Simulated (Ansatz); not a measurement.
# Knight shifts in Re (Rhenium)

Aim: the contact shift that conduction electrons give to the nuclei of Re (Rhenium), and how far it is converged.

Program: Ansatz 0.2.0. Level of theory: DFT, PBE, plane-wave PAW, default files (PAW set soft_2), collinear spin, scalar-relativistic. Results are calculated unless marked as measured.

### 1. The starting structure

The structure is hexagonal, space group P6_3/mmc (No. 194). The conventional cell has a = 2.761 Å, b = 2.761 Å, c = 4.458 Å, α = 90.00°, β = 90.00°, γ = 120.00°. Re has 12 Re at 2.74 to 2.76 Å nearest.

The cell is an entry of the Crystallography Open Database; it need not be the form that is stable at ambient conditions.

### 2. Applying a field to the spins

A field acting on the spins alone polarises the electrons at the Fermi level, and through exchange the cores. The spin density that this leaves at a nucleus gives the contact field (2μ₀/3) μB ρ_s, and its ratio to B is the isotropic contact shift K; the spin-dipolar anisotropy is not included. The field, 200 T, is far above laboratory fields so that the moment stands clear of numerical noise; it splits the spins by 23 meV, against a smearing of 70 meV. The net moment comes from states near the Fermi level, so the mesh must be dense.

input.yaml

```yaml
crystal:
  lattice:
    - [2.7608, 0.0, 0.0]
    - [-1.3804, 2.3909229348, 0.0]
    - [0.0, 0.0, 4.4582]
  atoms:
    - { symbol: Re, position: [0.6666666667, 0.3333333333, 0.75] }
    - { symbol: Re, position: [0.3333333333, 0.6666666667, 0.25] }
kpoints:
  mp_grid: { grid: [22, 22, 12] }
scf:
  lower_state_search: "off"
  occupations: { method: fermi_dirac, width: 0.07 }
  convergence: { dr2_threshold: 1.0e-10 }
hamiltonian:
  xc: pbe
output:
  efg: { contact_densities: true, quadrupole_moments_barn: { Re: 2.07 } }
  forces: true
  dos: { de: 0.02 }
  write_density: true
  write_potential: true
  elf: true
  volumetric_format: npy
magnetization:
  spin_polarized: true
  magnetic_field: 200
```

On the command line:

```sh
ansatz run input.yaml --threads 2 --pin off --max-ram 4096MiB --backend cpu --events-out ev --progress --plain --runs-dir out
```

Numbers of over 12 decimals in the logs are rounded to 6 here.

What it wrote:

```text
[a pick of lines, long numbers rounded; other set-up, energy and force rows are left out]
Functional definition: PBE
Basis set: ecut = 420 eV, 573 PW (Γ), exchange–correlation on 40×40×60 points (8 copies of the dense FFT grid, shifted against one another)
Symmetry: 24 space group operations
k-points: 364 of 5808
SCF iter   1: F=—  HF=-21736.541167 eV  |F-HF|=—  |Δ(HF+E_count)|=         —  Δρ=3.08e-2 (↑3.05e-2 ↓3.08e-2)  dr2=1.03e0  dr2_m=3.74e-5  M=0.018 μB ∫|m|=0.018 μB  β_m=1.00  ethr=3.10e-3  ⟨swp⟩=5.4  Hψ=77084  notcnv=0  defer=466
preconditioner: auto → none  [metal: Δε(μ)=0.004 eV  Ē_g=11.505 eV  σ=0.070 eV  W_gap=0.01  n_scr=8 (ndim 8)  ℏωp=25.6 eV  f_vac=0.000  D(μ)=1.58/eV (n_scr^D=22)  sad-step TF]
SCF iter   2: F=—  HF=-21734.590013 eV  |F-HF|=—  |Δ(HF+E_count)|=    1.95e0  Δρ=6.14e-2 (↑4.32e-2 ↓6.14e-2)  dr2=3.87e-1  dr2_m=6.62e-1  M=2.389 μB ∫|m|=2.389 μB  ethr=3.10e-3  ⟨swp⟩=2.0  Hψ=26286  notcnv=0  defer=917
SCF iter   3: F=—  HF=-21736.033699 eV  |F-HF|=—  |Δ(HF+E_count)|=         —  Δρ=5.26e-2 (↑5.26e-2 ↓3.22e-2)  dr2=5.33e-1  dr2_m=3.79e-1  M=0.607 μB ∫|m|=0.607 μB  β_m=0.30  ethr=1.29e-3  ⟨swp⟩=2.0  Hψ=18869  notcnv=0  defer=2288
SCF iter   4: F=—  HF=-21736.008484 eV  |F-HF|=—  |Δ(HF+E_count)|=   2.52e-2  Δρ=3.58e-2 (↑3.58e-2 ↓2.57e-2)  dr2=1.31e-1  dr2_m=2.22e-1  M=0.484 μB ∫|m|=0.484 μB  β_m=0.30  ethr=1.29e-3  ⟨swp⟩=2.5  Hψ=25494  notcnv=0  defer=2288
SCF iter   5: F=—  HF=-21736.043213 eV  |F-HF|=—  |Δ(HF+E_count)|=   3.47e-2  Δρ=2.24e-2 (↑2.24e-2 ↓2.23e-2)  dr2=5.68e-3  dr2_m=1.30e-1  M=0.384 μB ∫|m|=0.384 μB  β_m=0.30  ethr=4.37e-4  ⟨swp⟩=2.4  Hψ=27122  notcnv=0  defer=2309
SCF iter   6: F=—  HF=-21736.087702 eV  |F-HF|=—  |Δ(HF+E_count)|=   4.45e-2  Δρ=1.71e-2 (↑1.71e-2 ↓1.70e-2)  dr2=1.16e-4  dr2_m=7.82e-2  M=0.301 μB ∫|m|=0.301 μB  β_m=0.30  ethr=1.89e-5  ⟨swp⟩=1.9  Hψ=25084  notcnv=0  defer=2236
SCF iter   7: F=—  HF=-21736.115201 eV  |F-HF|=—  |Δ(HF+E_count)|=   2.75e-2  Δρ=1.32e-2 (↑1.32e-2 ↓1.32e-2)  dr2=5.66e-5  dr2_m=4.71e-2  M=0.239 μB ∫|m|=0.239 μB  β_m=0.30  ethr=3.88e-7  ⟨swp⟩=2.0  Hψ=26276  notcnv=0  defer=2236
SCF iter   8: F=—  HF=-21736.131909 eV  |F-HF|=—  |Δ(HF+E_count)|=   1.67e-2  Δρ=1.03e-2 (↑1.02e-2 ↓1.03e-2)  dr2=1.71e-6  dr2_m=2.83e-2  M=0.191 μB ∫|m|=0.191 μB  β_m=0.30  ethr=1.89e-7  ⟨swp⟩=2.0  Hψ=26346  notcnv=0  defer=2236
SCF iter   9: F=—  HF=-21736.142054 eV  |F-HF|=—  |Δ(HF+E_count)|=   1.01e-2  Δρ=7.96e-3 (↑7.96e-3 ↓7.96e-3)  dr2=1.56e-6  dr2_m=1.71e-2  M=0.154 μB ∫|m|=0.154 μB  β_m=0.30  ethr=5.69e-9  ⟨swp⟩=3.6  Hψ=37551  notcnv=0  defer=2236
SCF iter  10: F=—  HF=-21736.148223 eV  |F-HF|=—  |Δ(HF+E_count)|=   6.17e-3  Δρ=6.18e-3 (↑6.18e-3 ↓6.18e-3)  dr2=2.67e-6  dr2_m=1.03e-2  M=0.125 μB ∫|m|=0.125 μB  β_m=0.63  ethr=5.19e-9  ⟨swp⟩=3.2  Hψ=32322  notcnv=0  defer=2236
SCF iter  11: F=—  HF=-21736.157770 eV  |F-HF|=—  |Δ(HF+E_count)|=   9.55e-3  Δρ=3.03e-4 (↑3.03e-4 ↓2.92e-4)  dr2=1.82e-6  dr2_m=2.34e-5  M=0.029 μB ∫|m|=0.029 μB  β_m=0.77  ethr=5.19e-9  ⟨swp⟩=3.4  Hψ=38397  notcnv=0  defer=2236
SCF iter  12: F=—  HF=-21736.157771 eV  |F-HF|=—  |Δ(HF+E_count)|=         —  Δρ=3.82e-4 (↑3.79e-4 ↓3.82e-4)  dr2=1.76e-7  dr2_m=3.90e-5  M=0.018 μB ∫|m|=0.018 μB  β_m=0.77  ethr=5.19e-9  ⟨swp⟩=5.0  Hψ=72561  notcnv=0  defer=1288
SCF iter  13: F=—  HF=-21736.157799 eV  |F-HF|=—  |Δ(HF+E_count)|=   2.85e-5  Δρ=1.59e-4 (↑1.59e-4 ↓1.58e-4)  dr2=2.11e-8  dr2_m=6.76e-6  M=0.022 μB ∫|m|=0.022 μB  β_m=0.89  ethr=5.87e-10  ⟨swp⟩=2.0  Hψ=34469  notcnv=0  defer=1291
SCF iter  14: F=—  HF=-21736.157806 eV  |F-HF|=—  |Δ(HF+E_count)|=   6.47e-6  Δρ=1.11e-5 (↑1.11e-5 ↓9.86e-6)  dr2=7.29e-8  dr2_m=1.11e-8  M=0.024 μB ∫|m|=0.024 μB  β_m=0.79  ethr=7.03e-11  ⟨swp⟩=3.1  Hψ=31152  notcnv=0  defer=1291
SCF iter  15: F=—  HF=-21736.157806 eV  |F-HF|=—  |Δ(HF+E_count)|=   1.63e-8  Δρ=3.39e-6 (↑3.25e-6 ↓3.39e-6)  dr2=1.13e-9  dr2_m=2.71e-9  M=0.024 μB ∫|m|=0.024 μB  β_m=0.88  ethr=7.03e-11  ⟨swp⟩=2.0  Hψ=26117  notcnv=0  defer=1291
SCF iter  16: F=—  HF=-21736.157806 eV  |F-HF|=—  |Δ(HF+E_count)|=   4.93e-9  Δρ=8.55e-7 (↑6.13e-7 ↓8.55e-7)  dr2=3.64e-10  dr2_m=6.16e-11  M=0.024 μB ∫|m|=0.024 μB  β_m=0.76  ethr=3.77e-12  ⟨swp⟩=2.0  Hψ=25760  notcnv=0  defer=1291
SCF iter  17: F=-21736.157806 eV  HF=-21736.157806 eV  |F-HF|=1.09e-11  |Δ(HF+E_count)|=  7.28e-12  Δρ=1.77e-7 (↑1.77e-7 ↓1.58e-7)  dr2=5.01e-13  dr2_m=7.44e-12  M=0.024 μB ∫|m|=0.024 μB  β_m=0.88  ethr=1.00e-12  ⟨swp⟩=7.1  Hψ=87239  notcnv=0
SCF iter  18: F=-21736.157806 eV  HF=-21736.157806 eV  |F-HF|=1.46e-11  |Δ(HF+E_count)|=  1.09e-11  Δρ=3.24e-8 (↑3.22e-8 ↓3.24e-8)  dr2=6.95e-16  dr2_m=2.81e-13  M=0.024 μB ∫|m|=0.024 μB  β_m=0.94  ethr=1.00e-12  ⟨swp⟩=4.0  Hψ=60082  notcnv=0
SCF iter  19: F=-21736.157806 eV  HF=-21736.157806 eV  |F-HF|=7.28e-12  |Δ(HF+E_count)|=  3.64e-12  Δρ=1.89e-9 (↑1.84e-9 ↓1.89e-9)  dr2=9.37e-17  dr2_m=8.83e-16  M=0.024 μB ∫|m|=0.024 μB  ethr=1.00e-12  ⟨swp⟩=3.0  Hψ=51673  notcnv=0
SCF converged after 19 iterations
Magnetization: 0.0244 μB (15.0122 up, 14.9878 down)
Absolute magnetization: 0.0244 μB (∫|ρ↑−ρ↓|, with the PAW one-centre terms)
Per-site moments (μB) at R_I (Å): [(0.00944305, 1.130397), (0.00944305, 1.130397)]
Free energy (F): -21736.157806 eV
Fermi energy:    23.984144 eV
--- Forces (eV/Å), atoms counted from 1 ---
--- PAW observables at the nuclei: V_zz in 10²¹ V/m², potentials from the cell's mean, atoms counted from 1 ---
  atom   1  Re V_zz =    -6.330538   η = 0.0000   by run symmetry: allowed   C_q = -316.8585 MHz
            electrostatic potential = -15144.180110 V   contact ρ = 9543540.612422 e/Å³   contact ρ_s (e/Å³): all electrons -0.014741, valence +0.004687
  atom   2  Re V_zz =    -6.330538   η = 0.0000   by run symmetry: allowed   C_q = -316.8585 MHz
            electrostatic potential = -15144.180110 V   contact ρ = 9543540.612422 e/Å³   contact ρ_s (e/Å³): all electrons -0.014741, valence +0.004687
--- Band table (eV; the first three rows and the last of 728) ---
  k-point 0 ↑: bands = ["-55.7974", "-55.6738", "-18.3217", "-17.2646", "-17.2646", "-17.0889", "-17.0889", "-17.0678", "14.1139", "17.3492", "22.3990", "22.3990", "22.4012", "23.2379", "23.2379", "24.1682", "24.1682", "24.5851", "27.3505", "27.3505", "33.9462", "37.3981", "39.3944", "40.9783"]
  k-point 1 ↑: bands = ["-55.7953", "-55.6760", "-18.3017", "-17.2617", "-17.2617", "-17.0919", "-17.0919", "-17.0907", "14.1980", "17.3548", "22.3505", "22.3548", "22.3548", "23.1842", "23.1842", "24.2895", "24.2895", "24.3404", "27.3621", "27.3621", "34.2979", "37.1805", "39.8213", "40.6787"]
  k-point 2 ↑: bands = ["-55.7892", "-55.6822", "-18.2429", "-17.2530", "-17.2530", "-17.1576", "-17.1008", "-17.1008", "14.4450", "17.3606", "22.2083", "22.2606", "22.2606", "23.0385", "23.0385", "23.7220", "24.6097", "24.6097", "27.3749", "27.3749", "35.2457", "36.8379", "39.9798", "40.7604"]
  k-point 363 ↓: bands = ["-55.6243", "-55.6243", "-18.0437", "-18.0437", "-17.7689", "-17.7689", "-17.2669", "-17.2669", "19.3939", "19.3939", "20.3327", "20.3327", "21.8468", "21.8468", "24.0693", "24.0693", "27.4049", "27.4049", "33.3348", "33.3348", "34.4883", "34.4883", "36.7846", "36.7846"]
```

Elapsed: 49 s, on 2 threads of Arm Neoverse N1, shared host; peak memory 0.62 GiB; 93 s of CPU time.

The moment is 0.0244 μB a cell, a spin susceptibility of 34.1 × 10⁻⁶ emu per mole of atoms. With 7.769 T for 1 e/Å³:

| site | nucleus | contact shift (ppm) | from valence states | rest (mostly cores) |
| --- | --- | --- | --- | --- |
| Re | 187Re | -573 | 182 | -755 |

The split depends on the files: semicore shells that they treat as valence count in the first part.

### 3. Is the response linear?

The shift is a ratio that holds only while the moment grows in step with the field, so the field is doubled.

input.yaml: that of step 2 with these lines changed.

```diff
@@ -19,9 +19,4 @@
   forces: true
-  dos: { de: 0.02 }
-  write_density: true
-  write_potential: true
-  elf: true
-  volumetric_format: npy
 magnetization:
   spin_polarized: true
-  magnetic_field: 200
+  magnetic_field: 400
```

What it wrote:

```text
[a pick of lines, long numbers rounded; other set-up, energy and force rows are left out]
[...]
Basis set: ecut = 420 eV, 573 PW (Γ), exchange–correlation on 40×40×60 points (8 copies of the dense FFT grid, shifted against one another)
[... 1 set-up line as in the run before ...]
k-points: 364 of 5808
[...]
SCF converged after 19 iterations
Magnetization: 0.0488 μB (15.0244 up, 14.9756 down)
Absolute magnetization: 0.0488 μB (∫|ρ↑−ρ↓|, with the PAW one-centre terms)
Per-site moments (μB) at R_I (Å): [(0.018902, 1.130397), (0.018902, 1.130397)]
Free energy (F): -21736.158230 eV
Fermi energy:    23.984470 eV
--- Forces (eV/Å), atoms counted from 1 ---
[...]
atom   1  Re V_zz =    -6.345287   η = 0.0000   by run symmetry: allowed   C_q = -317.5967 MHz
[...]
atom   2  Re V_zz =    -6.345287   η = 0.0000   by run symmetry: allowed   C_q = -317.5967 MHz
[...]
```

The job ended after 44 s (2 threads; peak memory 0.63 GiB).

The moment goes from 0.0244 to 0.0488 μB, a factor of 2.00, and the shift of Re from -573 to -568 ppm. The response is linear on all sites, to 3 % of the larger of shift and valence part or 3 ppm; the largest move is +4 ppm, on Re.

### 4. Other settings

Each row names what differs in the settings from the first run, the PAW files staying the same unless named (PBE, default files (PAW set soft_2), mesh 22×22×12, fermi dirac smearing of 0.07 eV, cutoff 420 eV, 200 T). Shifts in ppm; times on 2 threads of Arm Neoverse N1, shared host.

```
                 run  time  χ_s (10⁻⁶ emu/mol)     Re
           first run  49 s                34.1   -573
              1000 T  34 s                34.3   -546
                 LDA  39 s                32.8   -115
 fermi dirac 0.05 eV  41 s                32.7   -716
       mesh 28×28×15  73 s                34.4   -502
fermi dirac 0.025 eV  41 s                30.4  -1410
```

### 5. Summary of results

```yaml
187re_contact_shift: -573 ppm
spin_susceptibility: 34.1 × 10⁻⁶ emu per mole of atoms
```

In words: The spin part of the Knight shift is -573 ppm on Re in the first run. The finer mesh 28×28×15 changes the shift of Re by +71 ppm; at least one site moves by over 5 %, so the first run is not converged in the mesh. Narrowing the smearing to 0.025 eV on the same mesh changes the shift of Re by -842 ppm; a narrower smearing also needs a finer mesh, so this mixes a real change with noise. Another functional changes the shift of Re by +457 ppm (LDA). Over the rows of this table on the first cell the shift spans -1410 to -115 ppm on Re. On Re the cores give a negative part that outweighs the valence part, as is usual where d states carry the induced moment. 1 further run of this session (failed, refused or on trial settings) is not shown. The orbital shift is left out; on d- and f-block metals such as Re it can be large. Spin-orbit coupling is missing.

[Logs are printed without paths, hosts, clocks, repeated set-up lines and the standing remarks that a program may print on its own settings, such as how far it seeks lower states.]

[Hosts, paths, dates, database ids (printed as entryN), source tags and the programs' standing remarks are cut or masked in the printed files.]
